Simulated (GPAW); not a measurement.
# Near-edge structure at the F K edge of CuF2 (P2_1/c), part 3 of 3

Aim: the near-edge shape at the F K edge of CuF2 (P2_1/c), and what the core hole does to it.

GPAW 26.7.0; X-ray absorption from dipole matrix elements to empty bands, plane-wave PAW LDA+U.

So far. Step 5 (Spectrum with FCH, F atom 3): Main maxima below 24 eV (height): 0.2 eV (0.69), 6.6 eV (2.08) and 11.4 eV (2.11).  Step 5 (Spectrum with FCH, F atom 3): The hole costs E(hole) − E(ground) = 674.95 eV, and the lowest empty level of the hole cell on the spectrum's mesh lies at 2.73 eV, which puts the zero at 677.68 eV.

### Step 6. Spectrum with HCH, F atom 3

The holes are 5.6 Å apart. The data set carries half a charge, which charge=0 leaves uncompensated but for the background. Half a hole is Slater's transition state, a compromise that weakens the attraction. After the field has converged, empty bands are computed with the density fixed and the dipole matrix elements are summed.

Changed against the first core-hole run: core hole from full to half.

The input, xas.py:

```python
import numpy as np
from ase import Atoms
from ase.parallel import parprint, paropen
from gpaw import GPAW, PW, FermiDirac, Mixer, MixerDif, setup_paths
from gpaw.test import gen
setup_paths.insert(0, '.')
gen('F', name='hch1s', xcname='LDA', corehole=(1, 0, 0.5), write_xml=True)
from gpaw.mpi import world
world.barrier()

atoms = Atoms('Cu6F12',
    cell=[[-3.32, -4.54, 0],
     [3.8531317, 0, 4.55893305],
     [-2.7868683, 4.54, 4.55893305]],
    scaled_positions=[[0, 0, 0.5],
     [0.66666667, 0.33333333, 0.16666667],
     [0.33333333, 0.66666667, 0.83333333],
     [0, 0, 0],
     [0.66666667, 0.33333333, 0.66666667],
     [0.33333333, 0.66666667, 0.33333333],
     [0.31466667, 0.28533333, 0.51466667],
     [0.98133333, 0.61866667, 0.18133333],
     [0.648, 0.952, 0.848],
     [0.752, 0.248, 0.452],
     [0.41866667, 0.58133333, 0.11866667],
     [0.08533333, 0.91466667, 0.78533333],
     [0.352, 0.048, 0.152],
     [0.01866667, 0.38133333, 0.81866667],
     [0.68533333, 0.71466667, 0.48533333],
     [0.91466667, 0.08533333, 0.21466667],
     [0.58133333, 0.41866667, 0.88133333],
     [0.248, 0.752, 0.548]],
    magmoms=[1.0, 1.0, 1.0, -1.0, -1.0, -1.0, 0.0, 0.0, 0.0, 0.0, 0.0, 0.0, 0.0, 0.0, 0.0, 0.0, 0.0, 0.0],
    pbc=True)
atoms.calc = calc = GPAW(legacy_gpaw=True, mode=PW(500, force_complex_dtype=True), xc='LDA', setups={'Cu': ':d,5', 6: 'hch1s'},
    kpts={'size': (3, 2, 2), 'gamma': True}, occupations=FermiDirac(0.02),
    charge=0, mixer=MixerDif(0.05, 8, 50), maxiter=150,
    convergence={'density': 0.0001, 'eigenstates': 1e-6}, txt='scf.txt')
energy = atoms.get_potential_energy() + calc.get_reference_energy()
ef = calc.get_fermi_level()
out = dict(energy=energy, fermi=ef, forces=atoms.get_forces().tolist(), magmoms=atoms.get_magnetic_moments().tolist())
parprint(f'all-electron energy {energy:.4f} eV, Fermi level {ef:.4f} eV')
ev = np.array([[calc.get_eigenvalues(k, s) for k in range(len(calc.get_ibz_k_points()))] for s in range(calc.get_number_of_spins())])
out['homo'], out['lumo'], out['counts'] = ev[ev < ef].max(), ev[ev > ef].min(), sorted(set((ev < ef).sum((0, 2)).tolist()))
out['filled'] = (ev[:, 0] < ef).sum(1).tolist()

from ase.units import Ha
from gpaw.xas import dipole_matrix_elements
nb = int(calc.get_number_of_electrons() / 2) + 125
top, nb = nb, nb + 8 + nb // 12
nscf = calc.fixed_density(kpts={'size': (3, 3, 3), 'gamma': True}, nbands=nb,
    convergence={'bands': top, 'eigenstates': 5e-3}, maxiter=60, txt='nscf.txt')
cell = atoms.cell.array
ops = [cell.T @ U.T @ np.linalg.inv(cell.T) for U in nscf.wfs.kd.symmetry.op_scc]
filled = [75, 75]  # bands filled in the ground state, by spin
E = np.arange(-6, 34, 0.1)
fwhm = np.interp(E, [4, 25], [0.9, 3.5])
Y, X, zero, highest = 0, 0, 1e9, 1e9
for spin in range(nscf.get_number_of_spins()):
    wfs = nscf.wfs
    mine = wfs.bd.get_slice()  # this rank's bands
    A = dipole_matrix_elements(wfs.setups[6])
    eps = np.zeros((wfs.kd.nibzkpts, nb))
    d = np.zeros((3, A.shape[1], wfs.kd.nibzkpts, nb), complex)
    for kpt in wfs.kpt_u:
        if kpt.s == spin and 6 in kpt.P_ani:
            eps[kpt.k, mine] = kpt.eps_n * Ha
            d[:, :, kpt.k, mine] = (kpt.weight * wfs.nspins / 2) ** 0.5 * np.inner(A, kpt.P_ani[6])
    world.sum(eps)
    world.sum(d)
    T = np.einsum('amkn,bmkn->abkn', d, d.conj()).real
    T = sum(np.einsum('ai,ijkn,bj->abkn', R, T, R) for R in ops) / len(ops)
    empty = np.ones_like(eps, bool) & (np.arange(nb) >= filled[spin])
    zero, highest = min(zero, eps[empty].min()), min(highest, eps[:, top - 1].min())
    lines = [(eps, T, empty)] if spin == 0 else lines + [(eps, T, empty)]
for eps, T, empty in lines:
    f = np.einsum('aakn->akn', T).reshape(3, -1)
    x = eps.ravel() - zero
    w = np.interp(x, E, fwhm) / 2.35482
    g = np.exp(-0.5 * ((E[:, None] - x) / w) ** 2) / (w * (2 * np.pi) ** 0.5)
    Y = Y + (f * empty.ravel()) @ g.T
    X = X + (f * ~empty.ravel()) @ g.T
out.update(E=E.round(2).tolist(), xas=Y.tolist(), xes=X.tolist(), zero=zero, valid=highest - zero, nk=len(eps), nb=nb)
for i in range(0, len(E), 10):
    parprint(f'{E[i]:7.2f}', *(f'{v:10.3e}' for v in Y[:, i]))
import json
with paropen('out.json', 'w') as f:
    json.dump(out, f)
```

The run is started by

```
OMP_NUM_THREADS=1 mpirun -n 4 gpaw python xas.py
```

Numbers of over 12 decimals in the logs are rounded to 6 here.

The log of the run:

```text
Input parameters:
  convergence: {density: 0.0001,
                eigenstates: 1e-06}
  kpts: {gamma: True,
         size: (3, 2, 2)}
  maxiter: 150
  mixer: {backend: pulay,
          beta: 0.05,
          method: difference,
          nmaxold: 8,
          weight: 50}
  mode: {ecut: 500.0,
         force_complex_dtype: True,
         name: pw}
  occupations: {fixmagmom: False,
                name: fermi-dirac,
[...]
2s:      -1.456448    -1.458345
2p:      -0.778910    -0.781392
*d:                    0.001853
*f:                    0.033773
-------------------------------
all-electron energy -301845.4213 eV, Fermi level 1.3710 eV
  -6.00  4.283e-61  1.024e-59  1.043e-59
  -5.00  2.380e-44  2.658e-43  2.696e-43
  -4.00  1.431e-30  7.960e-30  8.033e-30
  -3.00  9.340e-20  2.891e-19  2.904e-19
[...]
32.00  7.261e-05  6.883e-05  6.602e-05
  33.00  6.830e-05  7.442e-05  7.002e-05
[key lines of the parts left out:]
Converged after 21 iterations.
Dipole moment: (-0.074814, 0.184917, -0.190999) |e|*Ang
Free energy:    -91.767692
Fermi level: 1.37096
```

Wall time 3.4 min (4 MPI ranks of Intel Xeon Platinum 8488C (Sapphire Rapids), shared host); peak memory 0.73 GiB; 14 min of CPU time.

| E (eV) | first run | this run |
| --- | --- | --- |
| -2.0 | 0.00 | 0.00 |
| -1.0 | 0.01 | 0.01 |
| 0.0 | 0.61 | 0.85 |
| 1.0 | 0.11 | 0.15 |
| 2.0 | 0.02 | 0.01 |
| 3.0 | 0.10 | 0.15 |
| 4.0 | 0.23 | 0.30 |
| 5.0 | 1.34 | 1.08 |
| 6.0 | 2.04 | 1.54 |
| 7.0 | 2.05 | 1.88 |
| 8.0 | 1.74 | 1.82 |
| 9.0 | 1.38 | 1.32 |
| 10.0 | 1.20 | 1.18 |
| 11.0 | 1.99 | 2.08 |
| 12.0 | 1.84 | 1.95 |
| 13.0 | 1.17 | 1.38 |
| 14.0 | 0.96 | 1.13 |
| 15.0 | 0.77 | 0.86 |
| 16.0 | 0.62 | 0.66 |
| 17.0 | 0.55 | 0.57 |
| 18.0 | 0.56 | 0.55 |
| 19.0 | 0.59 | 0.55 |
| 20.0 | 0.68 | 0.61 |
| 21.0 | 0.85 | 0.77 |
| 22.0 | 1.02 | 0.91 |
| 23.0 | 1.12 | 0.98 |
| 24.0 | 1.16 | 1.02 |
| 25.0 | 1.17 | 1.02 |
| 26.0 | 1.14 | 0.99 |
| 27.0 | 1.09 | 0.96 |
| 28.0 | 1.07 | 0.95 |
| 29.0 | 1.10 | 0.97 |
| 30.0 | 1.12 | 1.00 |
| 31.0 | 1.13 | 0.99 |
| 32.0 | 1.12 | 0.99 |

Against the first run the r.m.s. difference is 14 %. The highest intensity below 16 eV goes from 11.4 eV (2.11) to 11.4 eV (2.20).

### Step 7. What the core hole does

Both curves are counted from their own zero, so only the shift of weight within the empty states shows.

```csv
E (eV),no hole,FCH
-2.0,0.00,0.00
-1.0,0.01,0.01
0.0,1.16,0.61
1.0,0.20,0.11
2.0,0.01,0.02
3.0,0.22,0.10
4.0,0.50,0.23
5.0,0.79,1.34
6.0,1.33,2.04
7.0,1.52,2.05
8.0,1.91,1.74
9.0,1.17,1.38
10.0,1.19,1.20
11.0,2.02,1.99
12.0,1.93,1.84
13.0,1.58,1.17
14.0,1.28,0.96
15.0,0.96,0.77
16.0,0.73,0.62
17.0,0.60,0.55
18.0,0.54,0.56
19.0,0.51,0.59
20.0,0.57,0.68
21.0,0.71,0.85
22.0,0.81,1.02
23.0,0.87,1.12
24.0,0.90,1.16
25.0,0.89,1.17
26.0,0.85,1.14
27.0,0.83,1.09
28.0,0.84,1.07
29.0,0.87,1.10
30.0,0.89,1.12
31.0,0.87,1.13
32.0,0.85,1.12
```

With each curve scaled to its own mean, the area from −2 to 6 eV with the hole is 3.4 against 3.5, and the centre of weight from −1 to 20 eV moves by -0.1 eV (first and strongest maxima below 20 eV: 0.2 eV (1.35), 5.8 eV (1.38), 7.8 eV (1.94) and 11.4 eV (2.10) without the hole, 0.2 eV (0.69), 6.6 eV (2.08) and 11.4 eV (2.11) with it); the shape changes all the same, by 26 % r.m.s.

### Step 8. Results

```
absorber and edge                                    : F K, atom 3 of the ground-state input (counted from 1)
surroundings                                         : 1 Cu at 1.91 Å, 1 Cu at 1.93 Å and 1 Cu at 2.31 Å (distorted trigonal planar, site symmetry 1)
highest intensity below 16 eV                        : 11.4 eV above the zero, height 2.11
photon energy of the zero (spin-polarised hole, raw) : 677.7 eV (LDA puts this hole about 5 eV below PBE, itself good to a few eV)
```

In words: The F K edge of atom 3, with 1 Cu at 1.91 Å, 1 Cu at 1.93 Å and 1 Cu at 2.31 Å (distorted trigonal planar, site symmetry 1), has its highest intensity of the first 16 eV at 11.4 eV above the zero, near 689 eV in photon energy (LDA puts this hole about 5 eV below PBE, itself good to a few eV), 2.1 times the mean level of the first 20 eV (Gaussian full width 0.9 eV up to 4 eV, rising linearly to 3.5 eV at 25 eV). With each curve scaled to its own mean, the area from −2 to 6 eV with the hole is 3.4 against 3.5, and the centre of weight from −1 to 20 eV moves by -0.1 eV (first and strongest maxima below 20 eV: 0.2 eV (1.35), 5.8 eV (1.38), 7.8 eV (1.94) and 11.4 eV (2.10) without the hole, 0.2 eV (0.69), 6.6 eV (2.08) and 11.4 eV (2.11) with it); the shape changes all the same, by 26 % r.m.s. Changing the core hole from full to half alters the shape by 14 % r.m.s., a modest effect on the whole. At the F K edge of atom 3 polarisation matters most near 11.4 eV, where the curves differ by 1.7 on this scale. The hole lies in one spin channel, while the script sums the empty states of both and takes the lower zero; where the two channels are split, this blurs and shifts the curve. The spins start antiferromagnetically in a simple order, which needn't be the measured one; gap and edge can depend on it. The holes are only 5.6 Å apart, so the shape is probably not converged with cell size; no larger cell was run here. The mesh is coarse (0.41 Å⁻¹ between points), so small maxima may be mesh ripples. The structure is a published determination, not relaxed.

[Banner, clock and machine lines of the logs are left out without a mark of their own.]

[Logs are printed without paths, hosts, clocks, repeated set-up lines and the standing remarks that a program may print on its own settings, such as how far it seeks lower states.]

[Hosts, paths, dates, database ids (printed as entryN), source tags and the programs' standing remarks are cut or masked in the printed files.]

[Lists of maxima count a maximum above −3 eV only where it reaches 4 % of the highest in the window and stands out from its surroundings by 2 % of it (1.5 % where it reaches 55 %); shoulders and weaker maxima are passed over, and of the rest the first, up to two pre-edge ones and the few strongest are named.]
